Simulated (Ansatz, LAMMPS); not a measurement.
# Structural relaxation of amorphous Ge (61 atoms)

How does amorphous Ge (61 atoms) relax, and what do bonds, charges and levels look like afterwards?

Main program and level: Ansatz 0.2.0; Kohn-Sham DFT, PBE, PAW (set soft_2), plane waves.

Most raw output is cut from this account.

**1. Starting point**

The cell holds 61 atoms: 61 Ge. Its edges and angles: a = 10.897 Å, b = 10.897 Å, c = 10.897 Å, α = 90.0°, β = 90.0°, γ = 90.0°. 61 atoms (61 Ge) placed at random at 5.68 g/cm³, melted at 3500 K for 10 ps at fixed volume with the Tersoff potential (Tersoff, Phys. Rev. B 39, 5566 (1989)). Quenched from 3500 K to 100 K at 5 K/ps and fixed volume, held 5 ps, then minimised at fixed cell.

Limits known from the start: The quench rate of 5 K/ps far exceeds what a furnace or splat quench reaches, so expect more defects and frozen-in strain than in a real sample. The starting topology of bonds comes from the classical model. Only the Γ point is sampled, in a cell whose shortest periodic width is 11 Å.

**2. Making the structure**

A classical potential supplies the starting structure, since it reaches far longer times than DFT.

This step: classical MD, Tersoff potential (Tersoff, Phys. Rev. B 39, 5566 (1989)) (LAMMPS 22 Jul 2025 - Update 4).

The input, in.lmp:

```
# melt-quench of Ge61
units metal
atom_style atomic
boundary p p p
region box block 0 10.8974 0 10.8974 0 10.8974
create_box 1 box
mass 1 72.6300   # Ge
create_atoms 1 random 61 281316 NULL overlap 1.99 maxtry 2000
pair_style tersoff
pair_coeff * * SiCGe.tersoff Ge
neigh_modify delay 0 every 1 check yes
thermo_style custom step time temp pe press density
thermo_modify norm yes
timestep 0.001
thermo 100
min_style cg
minimize 1e-4 1e-4 200 2000
reset_timestep 0
velocity all create 3500 281317 mom yes dist gaussian
fix lim all nve/limit 0.05
fix lan all langevin 3500 3500 0.1 281318 zero yes
thermo 500
run 1000 post no
unfix lim
unfix lan
thermo 1666
fix md all nvt temp 3500 3500 0.1
run 10000 post no
unfix md
thermo 68000
fix md all nvt temp 3500 100 0.1
run 680000 post no
unfix md
thermo 2500
fix md all nvt temp 100 100 0.1
run 5000 post no
unfix md
thermo 100
min_style cg
minimize 0 1e-3 2000 20000
write_dump all custom glass.dump id type xs ys zs modify sort id
```

On the command line:

```
lmp -in in.lmp -log none -nocite
```

Run time: 86 s. Hardware: 1 thread of Arm Neoverse V2, shared host; peak memory 0.071 GiB.

**3. Single point at the start**

The forces at the start show how far the geometry lies from a minimum of this functional.

The input, input.yaml:

```yaml
crystal:
  lattice:
    - [10.8974, 0.0, 0.0]
    - [0.0, 10.8974, 0.0]
    - [0.0, 0.0, 10.8974]
  atoms:
    - { symbol: Ge, position: [0.47201, 0.23269, 0.12765] }
    - { symbol: Ge, position: [0.61779, 0.69871, 0.83892] }
    - { symbol: Ge, position: [0.37493, 0.96518, 0.35572] }
    - { symbol: Ge, position: [0.9814, 0.20673, 0.85353] }
    - { symbol: Ge, position: [0.68478, 0.25374, 0.18943] }
    - { symbol: Ge, position: [0.93797, 0.6081, 0.72333] }
    - { symbol: Ge, position: [0.51158, 0.59883, 0.12463] }
    - { symbol: Ge, position: [0.30127, 0.61946, 0.254] }
[... 49 atom lines left out ...]
    - { symbol: Ge, position: [0.16212, 0.24513, 0.17566] }
    - { symbol: Ge, position: [0.15858, 0.78298, 0.9424] }
    - { symbol: Ge, position: [0.92121, 0.98601, 0.84771] }
    - { symbol: Ge, position: [0.96486, 0.26076, 0.63594] }
kpoints:
  mp_grid: { grid: [1, 1, 1] }
hamiltonian:
  xc: pbe
scf:
  occupations: { method: fermi_dirac, width: 0.025 }
output:
  forces: true
  stress: true
  populations: intrinsic
  dos:
    method: { smearing: { sigma: 0.15 } }
    de: 0.1
    projected: { site_lists: { Ge: [Ge] } }
  eigenvalues: true
```

On the command line:

```
ansatz run input.yaml --threads 4 --pin off --max-ram 8192MiB --backend cpu --events-out ev --progress --plain --runs-dir out
```

Wall time 31 s (4 threads of Arm Neoverse V2, shared host); peak memory 1.9 GiB; 1.9 min of CPU time.

The run gave:

```
free energy                             : -261973.3434 eV
free energy per atom                    : -4294.6450 eV/atom
SCF cycles                              : 11
pressure                                : 6.963 GPa
r.m.s. force component                  : 0.257 eV/Å
longest force                           : 0.809 eV/Å
Fermi energy                            : 9.287 eV
levels partly filled by over 2 per cent : 4
```

The r.m.s. force component of 0.26 eV/Å and the pressure of 7.0 GPa set the starting point.

Neighbours are counted within 2.93 Å (Ge-Ge).

Length of the force by element and coordination:

```csv
element,coordination,atoms,mean length of the force (eV/Å),spread,least,most
Ge,all,61,0.411,0.170,0.0972,0.809
Ge,4,35,0.414,0.172,0.126,0.809
Ge,5,26,0.408,0.167,0.0972,0.688
```

**4. Cell and atoms relaxed**

The cell is relaxed with the atoms, since the starting lattice needn't suit this functional.

input.yaml, the sections that differ from step 3:

```yaml
output:
  forces: true
relax:
  f_tol: 0.03
  max_steps: 200
  cell: {}
# crystal, kpoints, hamiltonian, scf: as in step 3
```

It took 11 min on 4 threads; peak memory 2.1 GiB.

Relaxation path (22 of 34):

```csv
step,energy less that of the first step (eV),largest force component (eV/Å),pressure (GPa),volume (Å³)
1,0.0000,0.7720,6.96,1294.10
3,-4.4019,0.3261,-0.22,1438.41
4,-4.7036,0.2366,-0.48,1444.62
6,-5.0465,0.3004,0.12,1430.66
7,-5.2186,0.2672,0.35,1425.09
9,-6.0173,0.4441,0.07,1430.92
10,-6.4335,0.3611,-0.13,1437.89
12,-7.1480,0.2301,-0.03,1441.56
14,-7.4270,0.2505,0.06,1441.75
15,-7.5275,0.2231,0.00,1441.97
17,-7.7087,0.1237,-0.07,1441.26
18,-7.8725,0.2706,-0.19,1440.59
20,-8.2869,0.2507,-0.11,1437.49
21,-8.3243,0.2784,0.12,1437.11
23,-8.4889,0.1092,0.00,1438.45
25,-8.5184,0.0528,-0.04,1440.39
26,-8.5242,0.0393,-0.01,1439.70
28,-8.5309,0.0278,0.00,1440.15
29,-8.5324,0.0187,0.00,1440.84
31,-8.7163,0.0385,-0.01,1448.38
32,-8.7192,0.0180,-0.04,1449.14
34*,-8.7222,0.0144,-0.01,1447.82
```

Relaxation steps marked * repeat the geometry before them on a plane-wave basis chosen anew for their cell, so energy and pressure can jump there. Other such steps can lie between the rows shown.

| cell as run | before | after | change |
| --- | --- | --- | --- |
| a (Å) | 10.897 | 10.270 | -5.8 % |
| b (Å) | 10.897 | 12.271 | +12.6 % |
| c (Å) | 10.897 | 11.502 | +5.6 % |
| α (°) | 90.00 | 89.77 | -0.3 % |
| β (°) | 90.00 | 92.80 | +3.1 % |
| γ (°) | 90.00 | 90.49 | +0.5 % |
| volume (Å³/atom) | 21.21 | 23.73 | +11.9 % |

The atoms that moved most (Å, as changes of fractional coordinates times the final cell):

```csv
atom,dx,dy,dz,length
Ge34,0.576,1.161,-1.246,1.798
Ge52,-0.476,-1.420,-0.870,1.732
Ge37,-0.537,-1.510,0.479,1.673
Ge54,0.330,1.568,-0.116,1.607
Ge60,0.048,1.023,1.171,1.555
Ge42,-0.274,0.506,-0.912,1.078
Ge3,0.375,-0.694,0.608,0.996
Ge19,0.339,-0.676,-0.639,0.991
```

The relaxation changed the energy by -143 meV/atom, and atoms moved by 0.73 Å r.m.s., 1.8 Å at most.

**5. Structure statistics after relaxation**

Bonds before and after, by the cutoffs listed below:

```csv
pair,bonds before,bonds after,mean before (Å),mean after (Å),spread before (Å),spread after (Å)
Ge-Ge,144,133,2.565,2.593,0.163,0.136
```

Density 5.08 g/cm³, 23.73 Å³ an atom.

Pair distribution function in bins of 0.2 Å:

```
r (Å)  total
 2.40   1.27
 2.60   4.17
 2.80   0.48
 3.00   0.17
 3.20   0.18
 3.40   0.42
 3.60   0.74
 3.80   1.41
 4.00   1.73
 4.20   1.75
 4.40   1.25
 4.60   0.97
 4.80   0.92
 5.00   0.85
```

Bonds by pair of elements; cutoffs follow the first minimum of g(r), held within bounds set by covalent radii, and pairs that aren't listed don't count as bonded:

| pair A-B | cutoff (Å) | bonds | mean length (Å) | spread (Å) | shortest (Å) | B about A | A about B |
| --- | --- | --- | --- | --- | --- | --- | --- |
| Ge-Ge | 3.12 | 133 | 2.59 | 0.136 | 2.44 | 4.36 | 4.36 |

How many atoms have how many bonded neighbours:

```csv
element,mean,4,5,6
Ge,4.36,44,12,5
```

Bond angles, per cent of each kind in bins of 5°:

```
angle (°)  Ge-Ge-Ge
    50–55       2.2
    55–60       2.0
    60–65       1.1
    65–70       1.3
    70–75       1.5
    75–80       1.1
    80–85       4.6
    85–90       5.9
    90–95       4.4
   95–100      10.0
  100–105      14.8
  105–110      11.8
  110–115      12.0
  115–120       8.7
  120–125       5.5
  125–130       3.9
  130–135       2.2
  135–140       1.3
  140–145       0.7
  145–150       1.3
  150–155       1.7
  155–160       0.2
  160–165       1.1
  165–170       0.2
  170–175       0.7
```

Bond angles (no mean is given where the spread exceeds 20°):

| angle | count | mean (°) | spread (°) |
| --- | --- | --- | --- |
| Ge-Ge-Ge | 459 | - | - |

Bond length by coordination (bonds to H left out):

| element | coordination | atoms | mean bond length (Å) |
| --- | --- | --- | --- |
| Ge | 4 | 44 | 2.54 |
| Ge | 5 | 12 | 2.65 |
| Ge | 6 | 5 | 2.77 |

Rings of the network by King's shortest-path rule, up to 12 atoms, one path for each pair of neighbours; H, halogens, alkali and alkaline-earth atoms are left out, and the last column divides by all other atoms, bonded or not:

```csv
ring size (atoms),rings,per network atom
3,11,0.18
4,13,0.213
5,47,0.77
6,66,1.08
7,30,0.492
8,4,0.066
```

The first peak of g(r) lies near 2.5 Å. By these cutoffs 72 % of Ge atoms have 4 bonded neighbours. Bonds at Ge atoms with 4 neighbours average 2.54 Å, against 2.77 Å at those with 6. Rings of 6 atoms are the most common (39 % of those counted); sizes run from 3 to 8.

**6. Single point at the relaxed geometry**

The electronic structure is read at the final geometry, in a run of its own.

The input, input.yaml:

```yaml
crystal:
  lattice:
    - [10.26692, -0.04719, -0.26517]
    - [-0.04719, 12.27083, 0.02378]
    - [-0.26517, 0.02378, 11.49921]
  atoms:
    - { symbol: Ge, position: [0.43862, 0.28087, 0.15441] }
    - { symbol: Ge, position: [0.60959, 0.71143, 0.82561] }
    - { symbol: Ge, position: [0.41258, 0.90866, 0.4096] }
    - { symbol: Ge, position: [0.98231, 0.23908, 0.83033] }
    - { symbol: Ge, position: [0.68562, 0.23768, 0.22517] }
    - { symbol: Ge, position: [0.95617, 0.5969, 0.71318] }
    - { symbol: Ge, position: [0.51597, 0.59282, 0.14574] }
    - { symbol: Ge, position: [0.29977, 0.58835, 0.23944] }
[... 49 atom lines left out ...]
    - { symbol: Ge, position: [0.16331, 0.27565, 0.1276] }
    - { symbol: Ge, position: [0.16766, 0.79663, 0.9809] }
    - { symbol: Ge, position: [0.92892, 0.06923, 0.94951] }
    - { symbol: Ge, position: [0.95555, 0.25925, 0.61728] }
kpoints:
  mp_grid: { grid: [1, 1, 1] }
hamiltonian:
  xc: pbe
scf:
  occupations: { method: fermi_dirac, width: 0.025 }
output:
  forces: true
  stress: true
  populations: true
  dos:
    method: { smearing: { sigma: 0.08 } }
    de: 0.1
    projected: { site_lists: { Ge: [Ge] } }
  eigenvalues: true
  write_density: true
  write_potential: true
  volumetric_format: npy
```

Elapsed: 30 s, on 4 threads; peak memory 2.1 GiB.

Read from the output:

```
free energy                                      : -261982.0655 eV
free energy per atom                             : -4294.7880 eV/atom
SCF cycles                                       : 13
pressure                                         : -0.007262 GPa
r.m.s. force component                           : 0.00431 eV/Å
longest force                                    : 0.01772 eV/Å
Fermi energy                                     : 7.663 eV
gap (highest filled to lowest empty level) : 0.5504 eV
spilling of the projection                       : 0.001637
```

The mean of these charges, 0.023 e, is only the charge that the projection spills.

Löwdin charges by element and coordination (they lack the spilled electrons, 0.023 e an atom on average):

| element | coordination | atoms | mean charge (e) | spread | least | most |
| --- | --- | --- | --- | --- | --- | --- |
| Ge | all | 61 | 0.0229 | 0.0279 | -0.0465 | 0.094 |
| Ge | 4 | 44 | 0.023 | 0.0254 | -0.0465 | 0.0837 |
| Ge | 5 | 12 | 0.0075 | 0.0211 | -0.0323 | 0.0415 |
| Ge | 6 | 5 | 0.059 | 0.0297 | 0.0185 | 0.094 |

Density of states as counts of states in windows of 1 eV (from the Fermi level), total and the larger projections:

```csv
from (eV),to (eV),total,Ge p,Ge s
-18,-13,0.0,0.0,0.0
-13,-12,2.0,0.0,2.0
-12,-11,10.4,2.7,7.7
-11,-10,19.1,5.4,13.6
-10,-9,16.5,4.8,11.6
-9,-8,15.9,5.0,10.9
-8,-7,17.7,6.1,11.6
-7,-6,18.2,7.2,10.9
-6,-5,14.1,6.4,7.7
-5,-4,9.4,5.9,3.4
-4,-3,26.8,24.5,2.0
-3,-2,30.3,27.6,2.5
-2,-1,41.3,38.0,2.9
-1,0,22.2,19.6,2.3
0,1,15.6,11.9,3.2
1,2,30.9,22.3,7.0
2,3,29.5,22.0,5.3
3,4,40.9,31.0,5.1
4,5,34.8,26.0,3.3
```

The curve was stored every 0.10 eV, coarse against its broadening of 0.08 eV, so these counts are rough.

Between -25 and -18 eV lie 610 more states.

The levels nearest the highest filled one (over half full), pooled over k-points and spins:

```
level less the highest filled one (eV)  occupation
                                -0.275           2
                                -0.206           2
                                -0.190           2
                                -0.124           2
                               -0.0387           2
                                     0           2
                                 0.550           0
                                 0.715           0
                                 0.752           0
                                 0.875           0
                                 0.938           0
                                  1.05           0
```

Valence density in the bc plane at fractional x = 0.626, with atoms of Ge within 0.2 Å of it. It is the smooth field of the valence electrons, not physical close to the nuclei.

Ten steps, logarithmic in the rise over the least value, from '0' (0 e/Å³) to '9' (30 e/Å³), each cell a mean:
```
11100000000000110000000012221000001
12211000000012221000000111110000001
23321111101137852100001233210000001
12211123211248962100001488521111111
11111245421124531100001478521124321
10001134321111111111001223211259841
00000111110000001111110011001258741
00000011100000000111110000000122211
00000111110000000111110000000001110
00001222111110000011221100000000000
00001222111110000012465210000000000
00011111110000000012687311100000000
00111111000000000012354211111000000
01233210000000001111111111111110000
11244310000000113442110000011112221
11222210000000126984100000000126873
11111111110000125763100000000127984
10000112321000011221100000000013442
00000013432100000011100000000001111
10000012221000000000110000000001122
31000001110000000000111111111011466
42000000000000000000001123542112699
31000000000000000000000137984112466
11000000000000000000000125863111122
```
Columns run along b (12.3 Å), rows up along c (11.5 Å). Atoms in or near the plane, at fractional coordinates: Ge at (0.71, 0.83), Ge at (0.90, 0.75), Ge at (0.50, 0.33), Ge at (0.93, 0.32), Ge at (0.96, 0.10), Ge at (0.40, 0.86), Ge at (0.75, 0.04).

Electrostatic potential energy in the bc plane at fractional x = 0.626, with atoms of Ge within 0.2 Å of it. With pseudopotentials it is smooth inside the atoms' cores, unlike the true potential.

Ten even steps from '0' (-29 eV) to '9' (11 eV), each cell a mean:
```
88889999999998899999999986457999998
64568999999874458999999988889999998
53358888888720014899998533479999998
75578743478620003899996200148888888
88888510147852236899996200157742258
89998631258988788888998643578400016
99999876789999998766799988898510026
99999998999999998756789999999854468
99998877899999999877889999999998899
99997544788888999988766899999999999
99997534688888999985211479999999999
99998767899889999984000278989999999
99877789999999999986312578777899999
98532479999999998778777888777898889
87411379999999863225899999888875447
78644689999999840002699999999841002
68888888788999851003799999999830002
89999874346899986457899999999863225
99999862125899999999999999999998778
79999975447899999999888999999998766
37999998889999999998888988778986201
15899999999999999999989862125884000
37999999999999999999999730002686201
78999999999999999999999841003788766
```
Columns run along b (12.3 Å; values clipped at the 3rd and 97th percentile), rows up along c (11.5 Å). Atoms in or near the plane, at fractional coordinates: Ge at (0.71, 0.83), Ge at (0.90, 0.75), Ge at (0.50, 0.33), Ge at (0.93, 0.32), Ge at (0.96, 0.10), Ge at (0.40, 0.86), Ge at (0.75, 0.04).

Löwdin charges run from -0.05 to +0.09 e, about a mean that is the spilled charge alone. The largest share in the top eV of filled states is Ge p (91 % of the projected weight), and in the lowest eV of empty states Ge p (78 % of the projected weight).

The surroundings of Ge34, whose charge lies farthest from its element's mean, nearest first, numbered as they follow in the input and with coordinates relative to it.

```csv
atom,x,y,z,distance (Å),bonds,Löwdin charge (e)
Ge34,0.00,0.00,0.00,0.00,6,0.09
Ge59,-2.45,-0.85,0.43,2.63,4,-0.03
Ge49,2.14,-1.41,1.04,2.77,5,0.01
Ge21,0.02,2.53,1.23,2.82,5,-0.01
Ge42,-0.31,-2.07,-1.99,2.89,5,0.02
Ge41,-2.21,-0.24,-1.97,2.97,5,0.04
Ge38,2.24,1.13,1.63,2.99,5,0.02
Ge2,2.14,-1.92,-1.47,3.23,4,0.03
```

The column of bonds counts only the pairs Ge-Ge within 3.12 Å; other neighbours, such as metal atoms beside each other in a compound, aren't counted, and periodic images can show an atom twice.

**7. Other settings**

Changed here: hamiltonian.pseudopotentials.kind = "paw" and hamiltonian.pseudopotentials.source = "jth".

This step: Kohn-Sham DFT, PBE, PAW (jth set), plane waves (Ansatz 0.2.0).

The input, input.yaml:

```yaml
crystal:
  lattice:
    - [10.8974, 0.0, 0.0]
    - [0.0, 10.8974, 0.0]
    - [0.0, 0.0, 10.8974]
  atoms:
    [... the 61 atom lines of step 3 ...]
kpoints:
  mp_grid: { grid: [1, 1, 1] }
hamiltonian:
  xc: pbe
  pseudopotentials: { kind: paw, source: jth }
scf:
  occupations: { method: fermi_dirac, width: 0.025 }
output:
  forces: true
  stress: true
  populations: true
  dos:
    method: { smearing: { sigma: 0.15 } }
    de: 0.1
    projected: { site_lists: { Ge: [Ge] } }
  eigenvalues: true
```

Run time: 1.8 min. Hardware: 4 threads; peak memory 7.4 GiB; 7 min of CPU time.

Notices of the run: radial quadrature taken.

Geometry and reference: those of the single point at the start.

Forces differ from those of the single point at the start by 3.8 meV/Å r.m.s., 1.5 % of their size; the pressure by +0.23 GPa. It took 3.5 times the reference's time (shared host, so rough).

**8. Results**

```yaml
energy_change_in_the_relaxation: -143 meV/atom
r_m_s_displacement: 0.727 Å
largest_displacement: 1.798 Å
free_energy_per_atom: -4294.7880 eV/atom
pressure: -0.007262 GPa
r_m_s_force_component: 0.00431 eV/Å
spacing_of_highest_filled_and_lowest_empty_level: 0.5504 eV
wall_time_of_the_4_dft_runs: 14 min
```

**Reading.** Relaxation lowers the energy by 143 meV/atom and moves atoms by 0.73 Å r.m.s.; the r.m.s. force component goes from 0.26 to 0.0043 eV/Å, the pressure goes from 7.0 to -0.0073 GPa. Displacements are taken in the final cell, so they leave out its strain. By the final cutoffs 22 of 144 bonded pairs parted and 11 joined. The cell grew by 11.9 % in volume. From the first step to the last the energy fell by 8.722 eV, across changes of basis, and the largest move was 1.80 Å (Ge34). The Ge-Ge bonds go from 2.565 Å (spread 0.163) to 2.593 Å (spread 0.136), and their number from 144 to 133. By these cutoffs 72 % of Ge atoms have 4 bonded neighbours. Between filled and empty levels lie 0.550 eV (at Γ alone); a semilocal functional tends to put such gaps too low. In a disordered cell it changes from sample to sample, and tail or defect levels can set it.

What to keep in mind: The starting topology of bonds comes from the classical model; in DFT 22 of its 144 bonded pairs passed out of the cutoffs and 11 came within them.

[Logs are printed without paths, hosts, clocks, repeated set-up lines and the standing remarks that a program may print on its own settings, such as how far it seeks lower states.]

[Hosts, paths, dates, database ids (printed as entryN), source tags and the programs' standing remarks are cut or masked in the printed files.]
